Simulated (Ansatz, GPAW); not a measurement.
# Geometry or basis: what sets the conductance of fluorene-2,7-dithiol between two Al chains, part 4 of 4

How well does fluorene-2,7-dithiol between two Al chains conduct once its atoms have relaxed, and how much do cheaper levels lose?

GPAW 26.7.0 and Ansatz 0.2.0; Ansatz plane waves; relaxation of the junction with the lead ends held (the session's first sound run).

So far, transmission at the Fermi level (one spin): step 3 (plane waves, PBE) 0.00308; step 4 (GPAW, dzp, PBE, GPAW) 0.00364; step 5 (GPAW, szp: basis = "szp(dzp)", PBE, GPAW) 0.00416; step 6 (GPAW, sz: basis = "sz(dzp)", PBE, GPAW) 0.00564; step 7 (RPBE in the dzp basis: xc = "RPBE") 0.00343. Also open channels of the lead at the Fermi level (one spin): 2 in steps 3, 4, 5, 6 and 7.

### 8. The structure as built: geometry = "as built"

Level of this step: GPAW LCAO, PAW setups; Landauer transmission from Green's functions with principal layers (ASE), zero bias (GPAW).

The dzp basis with PBE on the structure as first built shows what the relaxation was worth.

Input file run.py:

```python
import json
import numpy as np
from ase import Atoms
from ase.transport.calculators import TransportCalculator
from gpaw import GPAW, FermiDirac
from gpaw.lcao.tools import get_lcao_hamiltonian
from scipy.linalg import eigh

# The junction with lead layers at both ends, along the third cell vector
device = Atoms(
    ['Al', 'Al', 'Al', 'Al', 'Al', 'Al', 'Al', 'S', 'C', 'H', 'H', 'C', 'C', 'C', 'C', 'H', 'H', 'H', 'C', 'C', 'C', 'C', 'H', 'C', 'C', 'H', 'C', 'C', 'H', 'S', 'Al', 'Al', 'Al', 'Al', 'Al', 'Al', 'Al'],
    positions=[
        [6.79129, 5.42154, 1.20000],
        [6.79129, 5.42154, 3.60000],
        [6.79129, 5.42154, 6.00000],
        [6.79129, 5.42154, 8.40000],
        [6.79129, 5.42154, 10.80000],
        [6.79129, 5.42154, 13.20000],
        [6.79129, 5.42154, 15.60000],
        [5.26569, 6.71901, 16.51056],
        [5.39767, 6.69272, 18.28717],
        [7.56974, 6.71399, 18.31972],
        [3.25000, 6.69259, 18.58256],
        [6.65439, 6.69559, 18.90199],
        [4.22467, 6.68646, 19.06662],
        [6.70459, 6.68159, 20.28758],
        [4.28530, 6.67218, 20.46570],
        [8.53082, 5.78301, 21.01096],
        [8.51705, 7.59308, 21.02921],
        [3.37230, 6.66641, 21.05135],
        [5.53002, 6.66871, 21.07033],
        [7.93053, 6.68193, 21.17858],
        [5.90358, 6.65697, 22.46871],
        [7.31174, 6.66334, 22.56140],
        [4.04282, 6.64556, 23.55984],
        [5.12631, 6.64500, 23.61370],
        [7.95869, 6.65556, 23.78744],
        [9.04287, 6.66392, 23.84020],
        [5.77105, 6.63671, 24.85721],
        [7.17689, 6.63647, 24.94714],
        [5.16422, 6.63615, 25.75994],
        [7.97550, 6.63432, 26.53984],
        [6.79129, 5.42154, 27.94228],
        [6.79129, 5.42154, 30.34228],
        [6.79129, 5.42154, 32.74228],
        [6.79129, 5.42154, 35.14228],
        [6.79129, 5.42154, 37.54228],
        [6.79129, 5.42154, 39.94228],
        [6.79129, 5.42154, 42.34228]],
    cell=[[13.58258, 0.0, 0.0], [0.0, 10.84308, 0.0], [0.0, 0.0, 43.54228]],
    pbc=True)

# One principal layer of the lead: the first 4 atoms of the device
lead = Atoms(
    ['Al', 'Al', 'Al', 'Al'],
    positions=[
        [6.79129, 5.42154, 1.20000],
        [6.79129, 5.42154, 3.60000],
        [6.79129, 5.42154, 6.00000],
        [6.79129, 5.42154, 8.40000]],
    cell=[[13.58258, 0.0, 0.0], [0.0, 10.84308, 0.0], [0.0, 0.0, 9.6]],
    pbc=True)

settings = dict(mode='lcao', basis='dzp', xc='PBE', h=0.2,
                occupations=FermiDirac(0.1), maxiter=250,
                mixer=dict(beta=0.1, nmaxold=8, weight=100.0),
                convergence=dict(density=0.0001))
energies = np.arange(-2, 2 + 1e-9, 0.025)
eta = 0.0001
n1, n2 = 1, 1
# k and -k transmit alike, so half of the mesh across the current serves
mesh = [(i, j) for i in range(n1) for j in range(n2) if (i, j) <= (-i % n1, -j % n2)]
weights = np.array([1 if (i, j) == (-i % n1, -j % n2) else 2 for i, j in mesh]) / (n1 * n2)

# [... helper functions left out ...]
fermi_lead = ground_state(lead, (1, 1, 12), 'lead.txt')
fermi_device = ground_state(device, (1, 1, 2), 'device.txt')
# [... loop over the mesh left out, but for ...]
        # Shift the lead onto the potential of the device's first layer
        shift = ((H[:, 0, 0] - H0[:, 0, 0]) / S0[0, 0]).real.mean()
# [...]
kT = 8.617333e-5 * 300
bias = [0.1, 0.2, 0.5, 1.0, 1.5, 2.0]
# [... integrals and printing left out ...]
```

Started as:

```console
OMP_NUM_THREADS=1 OPENBLAS_NUM_THREADS=1 python run.py
```

Numbers of over 12 decimals in the logs are rounded to 6 here.

The log of the run:

```text
basis functions: device 417, principal layer 52
Fermi level: lead -3.6017 eV, device -3.3805 eV; lead shifted by 0.0035 eV
largest coupling past the next layer 1.49e-15 eV, largest misfit of the first layer 0.023 eV
  E-E_F (eV)   T (one spin)  channels
    -2.000    6.6787e-02    1.0000
    -1.975    3.2298e-02    1.0000
    -1.950    2.1919e-02    1.0000
[...]
1.975    3.1210e-01    3.0000
     2.000    3.9397e-01    3.0000
conductance at 300 K: 0.014829 G0 a cell; thermopower -3.273 uV/K
current from the zero-bias T(E) at 0.1 V: 0.1141 uA
current from the zero-bias T(E) at 0.2 V: 0.22347 uA
current from the zero-bias T(E) at 0.5 V: 0.48753 uA
current from the zero-bias T(E) at 1.0 V: 0.73985 uA
current from the zero-bias T(E) at 1.5 V: 0.94531 uA
current from the zero-bias T(E) at 2.0 V: 1.1732 uA
```

It took 6.2 min on 1 thread of Arm Neoverse N1, shared host; peak memory 2.3 GiB.

Numbers from this step:

```
conductance                                    : 0.01483 G₀
thermopower                                    : -3.273 μV/K
largest coupling past the next principal layer : 1.49e-15 eV
largest misfit of the first principal layer    : 0.02300 eV
shift that aligns the lead                     : 0.003462 eV
transmission at the Fermi level (one spin)     : 0.01512
```

The conductance, 0.0148 G₀, lies 316 % above that of the dzp run.

### 9. The ladder

Times are wall times on the hardware named with each run. The runs compared:

```csv
no.,run,conductance (G₀),time,memory (GiB)
1,pw PBE,0.003038,11 h,6.9
2,dzp,0.003565,5.9 min,2.2
3,szp,0.004085,5 min,2.2
4,sz,0.005554,3.4 min,2.1
5,dzp RPBE,0.003366,7.3 min,2.2
6,asbuilt,0.01483,6.2 min,2.3
```

### 10. The levels side by side

The curves are compared point by point over the common energies.

This step: comparison of transmission and cost over codes, levels and geometry (GPAW 26.7.0).

Ladder, by row:

```csv
step,code,T at the Fermi level (sum over the listed spins),conductance (G0),r.m.s. T(E) from the first,wall time (s),peak memory (GiB),threads
pw-pbe,Ansatz,0.003082,0.003038,0,38864,6.872,4
dzp,GPAW,0.003639,0.003565,0.0574,352.4,2.25,1
szp,GPAW,0.004163,0.004085,0.2323,297.9,2.21,1
sz,GPAW,0.005644,0.005554,0.2375,204.2,2.06,1
dzp-RPBE,GPAW,0.003431,0.003366,0.06752,436.4,2.25,1
asbuilt,GPAW,0.01512,0.01483,0.05953,369.7,2.26,1
```

The transmission, zone mean, sum over the listed spins by energy, zero at the Fermi level:

| energy (eV) | pw-pbe | dzp | szp | sz | dzp-RPBE | asbuilt |
| --- | --- | --- | --- | --- | --- | --- |
| -2.000 | 4.6e-4 | 6.1e-6 | 0.0119 | 0.0295 | 8.0e-6 | 0.0668 |
| -1.925 | 0.234 | 0.0960 | 0.0246 | 0.101 | 0.0897 | 0.0172 |
| -1.900 | 0.0984 | 0.209 | 0.0322 | 0.148 | 0.222 | 0.0145 |
| -1.800 | 0.0581 | 0.0632 | 0.0922 | 0.349 | 0.0626 | 0.0102 |
| -1.700 | 0.0934 | 0.0968 | 0.188 | 0.0329 | 0.0933 | 0.00868 |
| -1.600 | 0.134 | 0.136 | 0.241 | 1.5e-7 | 0.130 | 0.00790 |
| -1.575 | 0.134 | 0.135 | 0.249 | 4.7e-9 | 0.128 | 0.00776 |
| -1.500 | 0.100 | 0.0955 | 0.318 | 8.1e-11 | 0.0909 | 0.00734 |
| -1.400 | 0.0382 | 0.0312 | 0.160 | 4.7e-12 | 0.0290 | 0.00635 |
| -1.300 | 0.00863 | 0.00334 | 5.7e-10 | 7.9e-13 | 0.00235 | 9.9e-4 |
| -1.200 | 0 | 4.6e-10 | 1.6e-11 | 2.4e-13 | 3.4e-10 | 3.8e-9 |
| -1.100 | 0 | 3.0e-10 | 2.2e-12 | 1.2e-13 | 2.1e-10 | 3.9e-11 |
| -1.000 | 0 | 2.0e-10 | 7.5e-13 | 9.4e-14 | 2.4e-10 | 1.9e-12 |
| -0.900 | 0 | 8.9e-12 | 5.3e-13 | 1.4e-13 | 7.7e-12 | 3.1e-13 |
| -0.800 | 0 | 4.0e-12 | 1.2e-12 | 7.0e-13 | 3.2e-12 | 8.7e-14 |
| -0.700 | 0 | 3.4e-11 | 1.8e-7 | 1.2e-10 | 2.1e-11 | 3.6e-14 |
| -0.600 | 0 | 3.2e-11 | 8.0e-13 | 3.1e-13 | 5.7e-11 | 2.2e-14 |
| -0.500 | 0 | 1.1e-13 | 1.9e-14 | 6.6e-14 | 1.1e-13 | 6.0e-14 |
| -0.400 | 0 | 2.1e-11 | 4.0e-13 | 5.8e-11 | 2.4e-11 | 1.5e-9 |
| -0.300 | 5.5e-4 | 6.5e-4 | 4.3e-4 | 6.8e-4 | 6.3e-4 | 0.00306 |
| -0.200 | 0.00146 | 0.00160 | 0.00116 | 0.00166 | 0.00155 | 0.00779 |
| -0.100 | 0.00248 | 0.00289 | 0.00274 | 0.00369 | 0.00275 | 0.0132 |
| 0.000 | 0.00308 | 0.00364 | 0.00416 | 0.00564 | 0.00343 | 0.0151 |
| 0.100 | 0.00329 | 0.00376 | 0.00494 | 0.00685 | 0.00355 | 0.0146 |
| 0.200 | 0.00337 | 0.00375 | 0.00574 | 0.00803 | 0.00357 | 0.0132 |
| 0.300 | 0.00352 | 0.00390 | 0.00709 | 0.00998 | 0.00374 | 0.0120 |
| 0.400 | 0.00381 | 0.00424 | 0.00918 | 0.0132 | 0.00410 | 0.0111 |
| 0.500 | 0.00421 | 0.00466 | 0.0119 | 0.0176 | 0.00454 | 0.0106 |
| 0.600 | 0.00464 | 0.00505 | 0.0152 | 0.0231 | 0.00494 | 0.0105 |
| 0.700 | 0.00502 | 0.00534 | 0.0192 | 0.0303 | 0.00522 | 0.0107 |
| 0.800 | 0.00534 | 0.00556 | 0.0255 | 0.0421 | 0.00542 | 0.0112 |
| 0.900 | 0.00564 | 0.00580 | 0.0372 | 0.0621 | 0.00561 | 0.0120 |
| 1.000 | 0.00650 | 0.00655 | 0.0583 | 0.102 | 0.00590 | 0.0126 |
| 1.100 | 0.00749 | 0.00747 | 0.103 | 0.195 | 0.00690 | 0.0140 |
| 1.200 | 0.00891 | 0.00873 | 0.218 | 0.451 | 0.00802 | 0.0160 |
| 1.300 | 0.0111 | 0.0106 | 0.575 | 0.950 | 0.00963 | 0.0189 |
| 1.325 | 0.0118 | 0.0112 | 0.728 | 0.981 | 0.0101 | 0.0198 |
| 1.375 | 0.0135 | 0.0125 | 0.980 | 0.809 | 0.0113 | 0.0219 |
| 1.400 | 0.0145 | 0.0133 | 0.978 | 0.677 | 0.0120 | 0.0231 |
| 1.500 | 0.0201 | 0.0177 | 0.488 | 0.313 | 0.0158 | 0.0295 |
| 1.600 | 0.0303 | 0.0251 | 0.235 | 0.176 | 0.0219 | 0.0397 |
| 1.700 | 0.0513 | 0.0387 | 0.160 | 0.148 | 0.0331 | 0.0575 |
| 1.800 | 0.102 | 0.0671 | 0.801 | 0.874 | 0.0557 | 0.0918 |
| 1.900 | 0.263 | 0.137 | 0.231 | 0.157 | 0.108 | 0.170 |
| 2.000 | 0.814 | 0.338 | 0.179 | 0.152 | 0.254 | 0.394 |

### 11. K-points along the lead 4, grid spacing 0.22, functional LDA

The lead's own mesh along the current sets its density and potential; where the lead is aligned to the junction's end layer, a rigid shift drops out. The real-space grid carries density and potential; a coarse one breaks translation symmetry along the lead and scatters electrons that should pass. The functional moves levels against the Fermi level.

This step: GPAW LCAO, PAW setups; Landauer transmission from Green's functions with principal layers (ASE), zero bias (GPAW 26.7.0).

Changes to run.py since step 8:

```diff
@@ -17,29 +17,29 @@
         [6.79129, 5.42154, 10.80000],
-        [6.79129, 5.42154, 13.20000],
-        [6.79129, 5.42154, 15.60000],
-        [5.26569, 6.71901, 16.51056],
-        [5.39767, 6.69272, 18.28717],
-        [7.56974, 6.71399, 18.31972],
-        [3.25000, 6.69259, 18.58256],
-        [6.65439, 6.69559, 18.90199],
-        [4.22467, 6.68646, 19.06662],
-        [6.70459, 6.68159, 20.28758],
-        [4.28530, 6.67218, 20.46570],
-        [8.53082, 5.78301, 21.01096],
-        [8.51705, 7.59308, 21.02921],
-        [3.37230, 6.66641, 21.05135],
-        [5.53002, 6.66871, 21.07033],
-        [7.93053, 6.68193, 21.17858],
-        [5.90358, 6.65697, 22.46871],
-        [7.31174, 6.66334, 22.56140],
-        [4.04282, 6.64556, 23.55984],
-        [5.12631, 6.64500, 23.61370],
-        [7.95869, 6.65556, 23.78744],
-        [9.04287, 6.66392, 23.84020],
-        [5.77105, 6.63671, 24.85721],
-        [7.17689, 6.63647, 24.94714],
-        [5.16422, 6.63615, 25.75994],
-        [7.97550, 6.63432, 26.53984],
-        [6.79129, 5.42154, 27.94228],
-        [6.79129, 5.42154, 30.34228],
+        [5.71425, 6.48512, 12.87523],
+        [6.13710, 5.95260, 15.42824],
+        [4.86053, 7.26558, 16.71766],
+        [5.16650, 6.92131, 18.44213],
+        [7.33154, 7.00102, 18.35445],
+        [3.04718, 6.82490, 18.83511],
+        [6.45847, 6.88239, 18.99845],
+        [4.04174, 6.79566, 19.27948],
+        [6.60006, 6.73585, 20.37456],
+        [4.18477, 6.65685, 20.65830],
+        [8.49281, 5.83273, 20.95733],
+        [8.48618, 7.59428, 21.05561],
+        [3.29746, 6.57681, 21.28794],
+        [5.46783, 6.63803, 21.21505],
+        [7.86114, 6.70038, 21.20942],
+        [5.91890, 6.56844, 22.60400],
+        [7.33052, 6.61512, 22.62376],
+        [4.11915, 6.47997, 23.81886],
+        [5.20959, 6.50909, 23.80936],
+        [8.02788, 6.60306, 23.82554],
+        [9.11791, 6.64202, 23.84434],
+        [5.90795, 6.51435, 25.01558],
+        [7.31386, 6.55815, 25.03893],
+        [5.35363, 6.50296, 25.95662],
+        [8.27326, 6.64616, 26.54066],
+        [7.08805, 5.85077, 28.26860],
+        [8.14685, 6.02531, 30.65248],
         [6.79129, 5.42154, 32.74228],
@@ -63,3 +63,3 @@
 
-settings = dict(mode='lcao', basis='dzp', xc='PBE', h=0.2,
+settings = dict(mode='lcao', basis='dzp', xc='LDA', h=0.22,
                 occupations=FermiDirac(0.1), maxiter=250,
@@ -75,3 +75,3 @@
 # [... helper functions left out ...]
-fermi_lead = ground_state(lead, (1, 1, 12), 'lead.txt')
+fermi_lead = ground_state(lead, (1, 1, 4), 'lead.txt')
 fermi_device = ground_state(device, (1, 1, 2), 'device.txt')
```

The log of the run:

```text
basis functions: device 417, principal layer 52
Fermi level: lead -3.7375 eV, device -3.4953 eV; lead shifted by 0.0152 eV
largest coupling past the next layer 1.11e-15 eV, largest misfit of the first layer 0.071 eV
  E-E_F (eV)   T (one spin)  channels
    -2.000    3.1593e-06    1.0000
    -1.975    1.0949e-03    1.0000
    -1.950    1.5446e-02    1.0000
    -1.925    2.0087e-01    1.0000
    -1.900    1.2641e-01    1.0000
    -1.875    6.9633e-02    1.0000
    -1.850    5.6112e-02    1.0000
    -1.825    5.3723e-02    1.0000
    -1.800    5.6272e-02    1.0000
    -1.775    6.2077e-02    1.0000
    -1.750    7.0598e-02    1.0000
    -1.725    8.1579e-02    1.0000
    -1.700    9.4651e-02    1.0000
    -1.675    1.0905e-01    1.0000
    -1.650    1.2339e-01    1.0000
    -1.625    1.3565e-01    1.0000
[...]
1.825    1.3089e-01    3.0000
     1.850    1.5999e-01    3.0000
     1.875    1.9822e-01    3.0000
     1.900    2.4892e-01    3.0000
     1.925    3.1649e-01    3.0000
     1.950    4.0610e-01    3.0000
     1.975    5.2196e-01    3.0000
     2.000    6.6246e-01    3.0000
conductance at 300 K: 0.0040002 G0 a cell; thermopower -9.168 uV/K
current from the zero-bias T(E) at 0.1 V: 0.030759 uA
current from the zero-bias T(E) at 0.2 V: 0.060181 uA
current from the zero-bias T(E) at 0.5 V: 0.13383 uA
current from the zero-bias T(E) at 1.0 V: 0.22998 uA
current from the zero-bias T(E) at 1.5 V: 0.33816 uA
current from the zero-bias T(E) at 2.0 V: 0.46802 uA
```

It took 4.1 min on 1 thread; peak memory 1.6 GiB.

The run finished with changed settings (lead_nz = 4, h = 0.22 and xc = "LDA"); it serves as a test.

The two runs compared:

```
                                           quantity   this run  sound run  difference
                                   conductance (G₀)  0.0040002  0.0035652      4.4e-4
                                 thermopower (μV/K)    -9.1676    -8.6555      -0.512
largest coupling past the next principal layer (eV)  1.110e-15  1.490e-15    -3.8e-16
   largest misfit of the first principal layer (eV)   0.070861   0.070150      7.1e-4
                    shift that aligns the lead (eV)   0.015233   0.019774    -0.00454
         transmission at the Fermi level (one spin)  0.0040888  0.0036394      4.5e-4
```

One result that differs is the transmission at the Fermi level (one spin), 0.00409 against 0.00364.

### 12. Summary of results

* conductance: 0.00357 G₀
* transmission at the Fermi level, mean of the spins: 0.00364
* thermopower: -8.66 μV/K
* open channels of the lead there: 2

What this shows: In the dzp basis the junction conducts 0.00357 G₀ at 300 K, with T = 0.00364 a spin at the Fermi level; no smaller basis tried comes within 10 % of that conductance. Relaxation moved atoms by up to 1.5 Å and took the conductance from 0.0148 to 0.00357 G₀, as a ratio a larger change than the step from dzp to the minimal basis. Plane waves (PBE) give T = 0.00308 there. The junction is in the tunnelling regime at the Fermi level. The negative thermopower says that the thermally weighted transmission is larger above the Fermi level, as for electron-like transport. Measured against the first run (pw-pbe), the nearest curve is that of dzp (r.m.s. 0.057) and the farthest that of sz (0.24). Over the compared runs wall time goes from 204 s (sz) to 38864 s (pw-pbe), on a shared host; the plane-wave run used 4 threads and the orbital runs 1. Moves of this size go well beyond a change of bond lengths: the free chain atoms or the scatterer took up a new arrangement, and the name in the title describes the start. The leads kept an estimated spacing and the cell its length, so the junction may be under some tension or compression. Semilocal functionals put molecular levels too near the Fermi level, so such conductances usually come out too high, and chain electrodes have a sharper density of states than real ones. An evenly spaced straight chain is an idealisation: free chains tend to dimerise, zigzag or, where a band edge lies near the Fermi level, turn magnetic. The currents use the zero-bias T(E) throughout, which holds only while the bias is small against the distance to the nearest feature.

[Logs are printed without paths, hosts, clocks, repeated set-up lines and the standing remarks that a program may print on its own settings, such as how far it seeks lower states.]

[Hosts, paths, dates, database ids (printed as entryN), source tags and the programs' standing remarks are cut or masked in the printed files.]
